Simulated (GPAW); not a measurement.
**Near-edge structure at the K K edge of KCaF3 (Pm-3m)**

Aim: the near-edge shape at the K K edge of KCaF3 (Pm-3m), and what the core hole does to it.

Calculated with GPAW 26.7.0; X-ray absorption from dipole matrix elements to empty bands, plane-wave PAW LDA.

## 1. Starting point

It takes space group Pm-3m (No. 221, cubic). Conventional cell: a = 4.482 Å, b = 4.482 Å, c = 4.482 Å, α = 90.00°, β = 90.00°, γ = 90.00°. Ca has 6 F at 2.24 Å nearest. Nearest to K lie 12 F at 3.17 Å. Nearest to F lie 2 Ca at 2.24 Å and 4 K at 3.17 Å. Farther neighbours and most contacts between anions are not listed.

Coordinates:

```xyz
5
Lattice="4.4817 0.0000 0.0000 0.0000 4.4817 0.0000 0.0000 0.0000 4.4817" Properties=species:S:1:pos:R:3 pbc="T T T"
Ca    0.0000    0.0000    0.0000
K     2.2409    2.2409    2.2409
F     2.2409    0.0000    0.0000
F     0.0000    0.0000    2.2409
F     0.0000    2.2409    0.0000
```

## 2. The field without a hole

The ground state comes first: it tells whether the system has a gap, which decides how the excited electron is treated.

Contents of scf.py:

```python
import numpy as np
from ase import Atoms
from ase.parallel import parprint, paropen
from gpaw import GPAW, PW, FermiDirac, Mixer, MixerDif, setup_paths
from gpaw.test import gen
setup_paths.insert(0, '.')
gen('K', name='nch1s', xcname='LDA', corehole=(1, 0, 0), write_xml=True)
from gpaw.mpi import world
world.barrier()

atoms = Atoms('CaKF3',
    cell=[[4.481726, 0, 0],
     [0, 4.481726, 0],
     [0, 0, 4.481726]],
    scaled_positions=[[0, 0, 0],
     [0.5, 0.5, 0.5],
     [0.5, 0, 0],
     [0, 0, 0.5],
     [0, 0.5, 0]],
    pbc=True)
atoms.calc = calc = GPAW(legacy_gpaw=True, mode=PW(500, force_complex_dtype=True), xc='LDA', setups={1: 'nch1s'},
    kpts={'size': (6, 6, 6), 'gamma': True}, occupations=FermiDirac(0.05),
    charge=0, mixer=Mixer(0.1, 5, 50), maxiter=150,
    convergence={'density': 0.0001, 'eigenstates': 1e-6}, txt='scf.txt')
energy = atoms.get_potential_energy() + calc.get_reference_energy()
ef = calc.get_fermi_level()
out = dict(energy=energy, fermi=ef, forces=atoms.get_forces().tolist())
parprint(f'all-electron energy {energy:.4f} eV, Fermi level {ef:.4f} eV')
ev = np.array([[calc.get_eigenvalues(k, s) for k in range(len(calc.get_ibz_k_points()))] for s in range(calc.get_number_of_spins())])
out['homo'], out['lumo'], out['counts'] = ev[ev < ef].max(), ev[ev > ef].min(), sorted(set((ev < ef).sum((0, 2)).tolist()))
out['filled'] = (ev[:, 0] < ef).sum(1).tolist()
import json
with paropen('out.json', 'w') as f:
    json.dump(out, f)
```

Command:

```sh
$ OMP_NUM_THREADS=1 mpirun -n 4 gpaw python scf.py
```

Numbers of over 12 decimals in the logs are rounded to 6 here.

What it wrote:

```text
Input parameters:
  convergence: {density: 0.0001,
                eigenstates: 1e-06}
  kpts: {gamma: True,
         size: (6, 6, 6)}
  maxiter: 150
  mixer: {backend: pulay,
          beta: 0.1,
          method: separate,
          nmaxold: 5,
          weight: 50}
  mode: {ecut: 500.0,
         force_complex_dtype: True,
         name: pw}
  occupations: {fixmagmom: False,
                name: fermi-dirac,
                width: 0.05}
  setups: {1: nch1s}

Initialize ...

[... PAW data sets ...]

Reference energy: -42903.959216  # eV

Spin-paired calculation

[... convergence settings ...]
Symmetries present (total): 48
  [... symmetry matrices ...]

216 k-points: 6 x 6 x 6 Monkhorst-Pack grid + [1/12,1/12,1/12]
20 k-points in the irreducible part of the Brillouin zone
       k-points in crystal coordinates                weights
   0:     0.00000000    0.00000000    0.00000000          1/216
   1:     0.16666667    0.00000000    0.00000000          6/216
   2:     0.16666667    0.16666667    0.00000000         12/216
   3:     0.16666667    0.16666667    0.16666667          8/216
   4:     0.33333333    0.00000000    0.00000000          6/216
   5:     0.33333333    0.16666667    0.00000000         24/216
   6:     0.33333333    0.16666667    0.16666667         24/216
   7:     0.33333333    0.33333333    0.00000000         12/216
   8:     0.33333333    0.33333333    0.16666667         24/216
   9:     0.33333333    0.33333333    0.33333333          8/216
          ...
  19:     0.50000000    0.50000000    0.50000000          1/216

Wave functions: Plane wave expansion
  Cutoff energy: 500.000 eV
  Number of coefficients (min, max): 2260, 2320
  Pulay-stress correction: 0.000000 eV/Ang^3 (de/decut=0.000000)
  Using FFTW library
  Wavefunction extrapolation:
    Improved wavefunction reuse through dual PAW basis

Occupation numbers: Fermi-Dirac:
  width: 0.0500  # eV

Eigensolver
   Davidson(niter=2)

Densities:
  Coarse grid: 24*24*24 grid
  Fine grid: 48*48*48 grid
  Total Charge: 0.000000

Density mixing:
  Method: separate
  Backend: pulay
  Linear mixing parameter: 0.1
  old densities: 5
  Width of damping distribution: 1.1
  Damping of long wavelength oscillations: 50

[... Hamiltonian set-up ...]
Number of atoms: 5
Number of atomic orbitals: 22
Number of bands in calculation: 22
Number of valence electrons: 40
Bands to converge: occupied

... initialized

Initializing position-dependent things.

Density initialized from atomic densities
Creating initial wave functions:
  22 bands from LCAO basis set

Positions:
   0 Ca     0.000000    0.000000    0.000000    ( 0.0000,  0.0000,  0.0000)
   1 K      2.240863    2.240863    2.240863    ( 0.0000,  0.0000,  0.0000)
   2 F      2.240863    0.000000    0.000000    ( 0.0000,  0.0000,  0.0000)
   3 F      0.000000    0.000000    2.240863    ( 0.0000,  0.0000,  0.0000)
   4 F      0.000000    2.240863    0.000000    ( 0.0000,  0.0000,  0.0000)

Unit cell:
           periodic     x           y           z      points  spacing
  1. axis:    yes    4.481726    0.000000    0.000000    24     0.1867
  2. axis:    yes    0.000000    4.481726    0.000000    24     0.1867
  3. axis:    yes    0.000000    0.000000    4.481726    24     0.1867

  Lengths:   4.481726   4.481726   4.481726
  Angles:   90.000000  90.000000  90.000000

Effective grid spacing dv^(1/3) = 0.1867

iter:   1   -29.096088
iter:   2   -28.359502   -0.82  -1.21
iter:   3   -27.607013   -0.60  -1.30
iter:   4   -27.582119   -0.86  -1.46
iter:   5   -27.471195   -1.41  -1.75
iter:   6   -27.467720   -3.54  -2.51
iter:   7   -27.467922c  -2.68  -2.69
iter:   8   -27.465503c  -2.81  -2.65
iter:   9   -27.464598c  -3.76  -3.00
iter:  10   -27.465156c  -3.68  -3.22
iter:  11   -27.464521c  -3.68  -3.07
iter:  12   -27.464518c  -5.25  -3.90
iter:  13   -27.464523c  -5.88  -3.91
iter:  14   -27.464524c  -6.58c -3.83
iter:  15   -27.464526c  -7.09c -3.80
iter:  16   -27.464528c  -7.50c -3.78
iter:  17   -27.464508c  -5.51  -3.75
iter:  18   -27.464507c  -6.25c -4.11c

Converged after 18 iterations.

Dipole moment: (-0.000000, -0.000000, 0.000000) |e|*Ang

Energy contributions relative to reference atoms: (reference = -42903.959216)

Kinetic:        +16.821546
Potential:      -16.014759
External:        +0.000000
XC:             -27.570619
Entropy (-ST):   -0.000000
Local:           -0.700675
SIC:             +0.000000
--------------------------
Free energy:    -27.464507
Extrapolated:   -27.464507

Showing only first 2 kpts
 Kpt  Band  Eigenvalues  Occupancy
  0    18     -1.27315    2.00000
  0    19     -1.27315    2.00000
  0    20      4.69988    0.00000
  0    21     14.55197    0.00000

  1    18     -1.30040    2.00000
  1    19     -1.30040    2.00000
  1    20      5.05555    0.00000
  1    21      7.89921    0.00000

Fermi level: 0.56845

Gap: 5.801 eV
Transition (v -> c):
  (s=0, k=19, n=19, [0.50, 0.50, 0.50]) -> (s=0, k=0, n=20, [0.00, 0.00, 0.00])
Direct/indirect transitions are different
Direct gap: 5.973 eV
Transition at: (s=0, k=0, n=19, [0.00, 0.00, 0.00])

Forces in eV/Ang:
  0 Ca    0.00000    0.00000    0.00000
  1 K    -0.00000   -0.00000   -0.00000
  2 F     0.00000   -0.00000    0.00000
  3 F    -0.00000    0.00000   -0.00000
  4 F     0.00000   -0.00000   -0.00000
Scalar-relativistic atomic LDA calculation for K (Potassium, Z=19)
Core hole in 1s state (1s occupation: 2.0)
600 radial gridpoints.
|------------------------------------------------|
|------------------------------------------------|
[... the atom generator's iteration count ...]

Energy contributions:
-------------------------
Kinetic:     +603.629459
XC:           -31.781403
Potential:  -1172.356607
-------------------------
Total:       -600.508551

state      eigenvalue         ekin         rmax
-----------------------------------------------
1s^2.0 :  -129.023652   173.465960        0.053
2s^2.0 :   -12.943555    28.374506        0.319
2p^6.0 :   -10.290743    27.445434        0.263
3s^2.0 :    -1.292727     5.171372        1.076
3p^6.0 :    -0.692304     4.089400        1.153
4s^1.0 :    -0.089213     0.396780        4.027
-----------------------------------------------
(units: Bohr and Hartree)

Generating PAW setup
Kinetic energy of the core from tauc = 570.654399
Cutoffs:
rc(s)=2.120
rc(p)=2.090
rc(d)=1.770
rc(vbar)=2.070
rc(comp)=2.090
rc(nct)=2.120

Kinetic energy of the core states: 568.353535
Charge: 0.0
Core electrons: 10.0
Valence electrons: 9.0
Pseudo-core charge: 0.000523
Shape function alpha=2.289
Pseudo-electron charge 7.262086
state    eigenvalue         norm
--------------------------------
3s(2) :    -1.292727     0.968078
4s(1) :    -0.089213     0.996153
3p(6) :    -0.692304     0.721542
*p    :     0.307696
*d    :     0.000000
--------------------------------

Diagonalizing with gridspacing h=0.050

state   all-electron     PAW
-------------------------------
3s:      -1.292727    -1.293301
3p:      -0.692304    -0.693571
*d:                    0.006385
*f:                    0.053587
-------------------------------
all-electron energy -42931.4237 eV, Fermi level 0.5685 eV
```

It took 6.5 s on 4 MPI ranks of AMD EPYC 9R14 (Zen 4), shared host; peak memory 0.19 GiB.

The mesh shows a gap of 5.80 eV, so the hole is first treated in a charged cell, without the excited electron.

## 3. Spectrum without a core hole, K atom 2

Without a hole the spectrum is the empty density of states of the right symmetry on the absorber, weighted by matrix elements. It needs only the small cell and serves as the baseline. The data set with a hole of occupation 0 only carries the core orbital.

The absorber has 12 F at 3.17 Å (cuboctahedral, site symmetry m-3m).

Contents of xas.py:

```python
import numpy as np
from ase import Atoms
from ase.parallel import parprint, paropen
from gpaw import GPAW, PW, FermiDirac, Mixer, MixerDif, setup_paths
from gpaw.test import gen
setup_paths.insert(0, '.')
gen('K', name='nch1s', xcname='LDA', corehole=(1, 0, 0), write_xml=True)
from gpaw.mpi import world
world.barrier()

atoms = Atoms('CaKF3',
    cell=[[4.481726, 0, 0],
     [0, 4.481726, 0],
     [0, 0, 4.481726]],
    scaled_positions=[[0, 0, 0],
     [0.5, 0.5, 0.5],
     [0.5, 0, 0],
     [0, 0, 0.5],
     [0, 0.5, 0]],
    pbc=True)
atoms.calc = calc = GPAW(legacy_gpaw=True, mode=PW(500, force_complex_dtype=True), xc='LDA', setups={1: 'nch1s'},
    kpts={'size': (6, 6, 6), 'gamma': True}, occupations=FermiDirac(0.02),
    charge=0, mixer=Mixer(0.1, 5, 50), maxiter=150,
    convergence={'density': 0.0001, 'eigenstates': 1e-6}, txt='scf.txt')
energy = atoms.get_potential_energy() + calc.get_reference_energy()
ef = calc.get_fermi_level()
out = dict(energy=energy, fermi=ef, forces=atoms.get_forces().tolist())
parprint(f'all-electron energy {energy:.4f} eV, Fermi level {ef:.4f} eV')
ev = np.array([[calc.get_eigenvalues(k, s) for k in range(len(calc.get_ibz_k_points()))] for s in range(calc.get_number_of_spins())])
out['homo'], out['lumo'], out['counts'] = ev[ev < ef].max(), ev[ev > ef].min(), sorted(set((ev < ef).sum((0, 2)).tolist()))
out['filled'] = (ev[:, 0] < ef).sum(1).tolist()

from ase.units import Ha
from gpaw.xas import dipole_matrix_elements
nb = int(calc.get_number_of_electrons() / 2) + 57
top, nb = nb, nb + 8 + nb // 12
nscf = calc.fixed_density(kpts={'size': (5, 5, 5), 'gamma': True}, nbands=nb,
    convergence={'bands': top, 'eigenstates': 5e-3}, maxiter=60, txt='nscf.txt')
cell = atoms.cell.array
ops = [cell.T @ U.T @ np.linalg.inv(cell.T) for U in nscf.wfs.kd.symmetry.op_scc]
filled = [20]  # bands filled in the ground state, by spin
E = np.arange(-25, 34, 0.1)
fwhm = np.interp(E, [4, 25], [0.9, 3.5])
Y, X, zero, highest = 0, 0, 1e9, 1e9
for spin in range(nscf.get_number_of_spins()):
    wfs = nscf.wfs
    mine = wfs.bd.get_slice()  # this rank's bands
    A = dipole_matrix_elements(wfs.setups[1])
    eps = np.zeros((wfs.kd.nibzkpts, nb))
    d = np.zeros((3, A.shape[1], wfs.kd.nibzkpts, nb), complex)
    for kpt in wfs.kpt_u:
        if kpt.s == spin and 1 in kpt.P_ani:
            eps[kpt.k, mine] = kpt.eps_n * Ha
            d[:, :, kpt.k, mine] = (kpt.weight * wfs.nspins / 2) ** 0.5 * np.inner(A, kpt.P_ani[1])
    world.sum(eps)
    world.sum(d)
    T = np.einsum('amkn,bmkn->abkn', d, d.conj()).real
    T = sum(np.einsum('ai,ijkn,bj->abkn', R, T, R) for R in ops) / len(ops)
    empty = np.ones_like(eps, bool) & (np.arange(nb) >= filled[spin])
    zero, highest = min(zero, eps[empty].min()), min(highest, eps[:, top - 1].min())
    lines = [(eps, T, empty)] if spin == 0 else lines + [(eps, T, empty)]
for eps, T, empty in lines:
    f = np.einsum('aakn->akn', T).reshape(3, -1)
    x = eps.ravel() - zero
    w = np.interp(x, E, fwhm) / 2.35482
    g = np.exp(-0.5 * ((E[:, None] - x) / w) ** 2) / (w * (2 * np.pi) ** 0.5)
    Y = Y + (f * empty.ravel()) @ g.T
    X = X + (f * ~empty.ravel()) @ g.T
out.update(E=E.round(2).tolist(), xas=Y.tolist(), xes=X.tolist(), zero=zero, valid=highest - zero, nk=len(eps), nb=nb)
for i in range(0, len(E), 10):
    parprint(f'{E[i]:7.2f}', *(f'{v:10.3e}' for v in Y[:, i]))
import json
with paropen('out.json', 'w') as f:
    json.dump(out, f)
```

Command:

```sh
$ OMP_NUM_THREADS=1 mpirun -n 4 gpaw python xas.py
```

What it wrote:

```text
Input parameters:
  convergence: {density: 0.0001,
                eigenstates: 1e-06}
  kpts: {gamma: True,
         size: (6, 6, 6)}
  maxiter: 150
  mixer: {backend: pulay,
          beta: 0.1,
          method: separate,
          nmaxold: 5,
          weight: 50}
  mode: {ecut: 500.0,
         force_complex_dtype: True,
         name: pw}
  occupations: {fixmagmom: False,
                name: fermi-dirac,
[...]
*p    :     0.307696
*d    :     0.000000
--------------------------------

Diagonalizing with gridspacing h=0.050

state   all-electron     PAW
-------------------------------
3s:      -1.292727    -1.293301
3p:      -0.692304    -0.693571
*d:                    0.006385
*f:                    0.053587
-------------------------------
all-electron energy -42931.4237 eV, Fermi level 0.5685 eV
[...]
32.00  1.321e-06  1.321e-06  1.321e-06
  33.00  1.197e-06  1.197e-06  1.197e-06
[key lines of the parts left out:]
Converged after 18 iterations.
Dipole moment: (0.000000, 0.000000, -0.000000) |e|*Ang
Free energy:    -27.464507
Fermi level: 0.56845
```

Run time: 9.5 s. Hardware: 4 MPI ranks; peak memory 0.22 GiB; 37 s of CPU time.

The K K spectrum, K atom 2, no core hole (energy from the lowest empty level; intensity scaled to a mean of 1 over the first 20 eV):

| E (eV) | intensity |
| --- | --- |
| -2.0 | 0.00 |
| -1.4 | 0.00 |
| -0.8 | 0.00 |
| -0.2 | 0.00 |
| 0.4 | 0.03 |
| 1.0 | 0.10 |
| 1.6 | 0.19 |
| 2.2 | 0.36 |
| 2.8 | 0.71 |
| 3.4 | 1.68 |
| 4.0 | 1.77 |
| 4.6 | 0.74 |
| 5.2 | 0.25 |
| 5.8 | 0.46 |
| 6.4 | 1.05 |
| 7.0 | 1.64 |
| 7.6 | 2.06 |
| 8.2 | 2.60 |
| 8.8 | 2.85 |
| 9.4 | 2.30 |
| 10.0 | 1.37 |
| 10.6 | 0.78 |
| 11.2 | 0.56 |
| 11.8 | 0.47 |
| 12.4 | 0.47 |
| 13.0 | 0.53 |
| 13.6 | 0.60 |
| 14.2 | 0.64 |
| 14.8 | 0.69 |
| 15.4 | 0.78 |
| 16.0 | 0.92 |
| 16.6 | 1.05 |
| 17.2 | 1.13 |
| 17.8 | 1.15 |
| 18.4 | 1.12 |
| 19.0 | 1.06 |
| 19.6 | 0.99 |
| 20.2 | 0.91 |
| 20.8 | 0.83 |
| 21.4 | 0.75 |
| 22.0 | 0.72 |
| 22.6 | 0.75 |
| 23.2 | 0.83 |
| 23.8 | 0.96 |
| 24.4 | 1.13 |
| 25.0 | 1.33 |
| 25.6 | 1.54 |
| 26.2 | 1.73 |
| 26.8 | 1.85 |
| 27.4 | 1.88 |
| 28.0 | 1.82 |
| 28.6 | 1.72 |
| 29.2 | 1.61 |
| 29.8 | 1.50 |
| 30.4 | 1.41 |
| 31.0 | 1.34 |
| 31.6 | 1.28 |

Main maxima below 30 eV (height): 3.7 eV (1.89), 8.7 eV (2.86), 17.7 eV (1.15) and 27.3 eV (1.88). A K edge sees empty p states on the absorber.

The same matrix elements for filled bands give the K K emission of K atom 2 (ground-state approximation; energy from the lowest empty level, largest value 1):

| E (eV) | emission |
| --- | --- |
| -24.00 | 0.00 |
| -23.25 | 0.00 |
| -22.50 | 0.00 |
| -21.75 | 0.00 |
| -21.00 | 0.00 |
| -20.25 | 0.00 |
| -19.50 | 0.00 |
| -18.75 | 0.00 |
| -18.00 | 0.00 |
| -17.25 | 0.00 |
| -16.50 | 0.13 |
| -15.75 | 1.00 |
| -15.00 | 0.19 |
| -14.25 | 0.00 |
| -13.50 | 0.00 |
| -12.75 | 0.00 |
| -12.00 | 0.00 |
| -11.25 | 0.00 |
| -10.50 | 0.00 |
| -9.75 | 0.00 |
| -9.00 | 0.00 |
| -8.25 | 0.00 |
| -7.50 | 0.00 |
| -6.75 | 0.01 |
| -6.00 | 0.00 |
| -5.25 | 0.00 |
| -4.50 | 0.00 |
| -3.75 | 0.00 |
| -3.00 | 0.00 |
| -2.25 | 0.00 |
| -1.50 | 0.00 |
| -0.75 | 0.00 |
| 0.00 | 0.00 |
| 0.75 | 0.00 |
| 1.50 | 0.00 |
| 2.25 | 0.00 |
| 3.00 | 0.00 |

Emission maxima: -15.8 eV (1.00).

## 4. Reference energy of the supercell

The photon energy needs a difference of total energies, so the cell and mesh of the coming hole run are first run without a hole.

scf.py, as its differences from that of step 2:

```diff
@@ -10,14 +10,19 @@
 
-atoms = Atoms('CaKF3',
-    cell=[[4.481726, 0, 0],
-     [0, 4.481726, 0],
-     [0, 0, 4.481726]],
+atoms = Atoms('Ca2K2F6',
+    cell=[[4.481726, 0, 4.481726],
+     [0, 4.481726, 4.481726],
+     [0, -4.481726, 4.481726]],
     scaled_positions=[[0, 0, 0],
-     [0.5, 0.5, 0.5],
-     [0.5, 0, 0],
-     [0, 0, 0.5],
-     [0, 0.5, 0]],
+     [0, 0.5, 0.5],
+     [0.5, 0.25, 0.75],
+     [0.5, 0.75, 0.25],
+     [0.5, 0.75, 0.75],
+     [0.5, 0.25, 0.25],
+     [0, 0.25, 0.25],
+     [0, 0.75, 0.75],
+     [0, 0.25, 0.75],
+     [0, 0.75, 0.25]],
     pbc=True)
-atoms.calc = calc = GPAW(legacy_gpaw=True, mode=PW(500, force_complex_dtype=True), xc='LDA', setups={1: 'nch1s'},
-    kpts={'size': (6, 6, 6), 'gamma': True}, occupations=FermiDirac(0.05),
+atoms.calc = calc = GPAW(legacy_gpaw=True, mode=PW(500, force_complex_dtype=True), xc='LDA', setups={2: 'nch1s'},
+    kpts={'size': (4, 4, 4), 'gamma': True}, occupations=FermiDirac(0.02),
     charge=0, mixer=Mixer(0.1, 5, 50), maxiter=150,
```

Command:

```sh
$ OMP_NUM_THREADS=1 mpirun -n 4 gpaw python scf.py
```

What it wrote:

```text
Input parameters:
  convergence: {density: 0.0001,
                eigenstates: 1e-06}
  kpts: {gamma: True,
         size: (4, 4, 4)}
  maxiter: 150
  mixer: {backend: pulay,
          beta: 0.1,
          method: separate,
          nmaxold: 5,
          weight: 50}
  mode: {ecut: 500.0,
         force_complex_dtype: True,
         name: pw}
  occupations: {fixmagmom: False,
                name: fermi-dirac,
[...]
3s(2) :    -1.292727     0.968078
4s(1) :    -0.089213     0.996153
3p(6) :    -0.692304     0.721542
*p    :     0.307696
*d    :     0.000000
--------------------------------

Diagonalizing with gridspacing h=0.050

state   all-electron     PAW
-------------------------------
3s:      -1.292727    -1.293301
3p:      -0.692304    -0.693571
*d:                    0.006385
*f:                    0.053587
-------------------------------
all-electron energy -85862.8471 eV, Fermi level 0.5682 eV
[key lines of the parts left out:]
Converged after 19 iterations.
Dipole moment: (-0.000000, -0.000000, -0.000000) |e|*Ang
Free energy:    -54.928646
Fermi level: 0.56820
```

Wall time 12 s (4 MPI ranks); peak memory 0.26 GiB; 46 s of CPU time.

Reference energy: -85862.847 eV with the cores included.

(Part 1 of 3 ends here.)

[Banner, clock and machine lines of the logs are left out without a mark of their own.]

[Logs are printed without paths, hosts, clocks, repeated set-up lines and the standing remarks that a program may print on its own settings, such as how far it seeks lower states.]

[Hosts, paths, dates, database ids (printed as entryN), source tags and the programs' standing remarks are cut or masked in the printed files.]

[Lists of maxima count a maximum above −3 eV only where it reaches 4 % of the highest in the window and stands out from its surroundings by 2 % of it (1.5 % where it reaches 55 %); shoulders and weaker maxima are passed over, and of the rest the first, up to two pre-edge ones and the few strongest are named.]
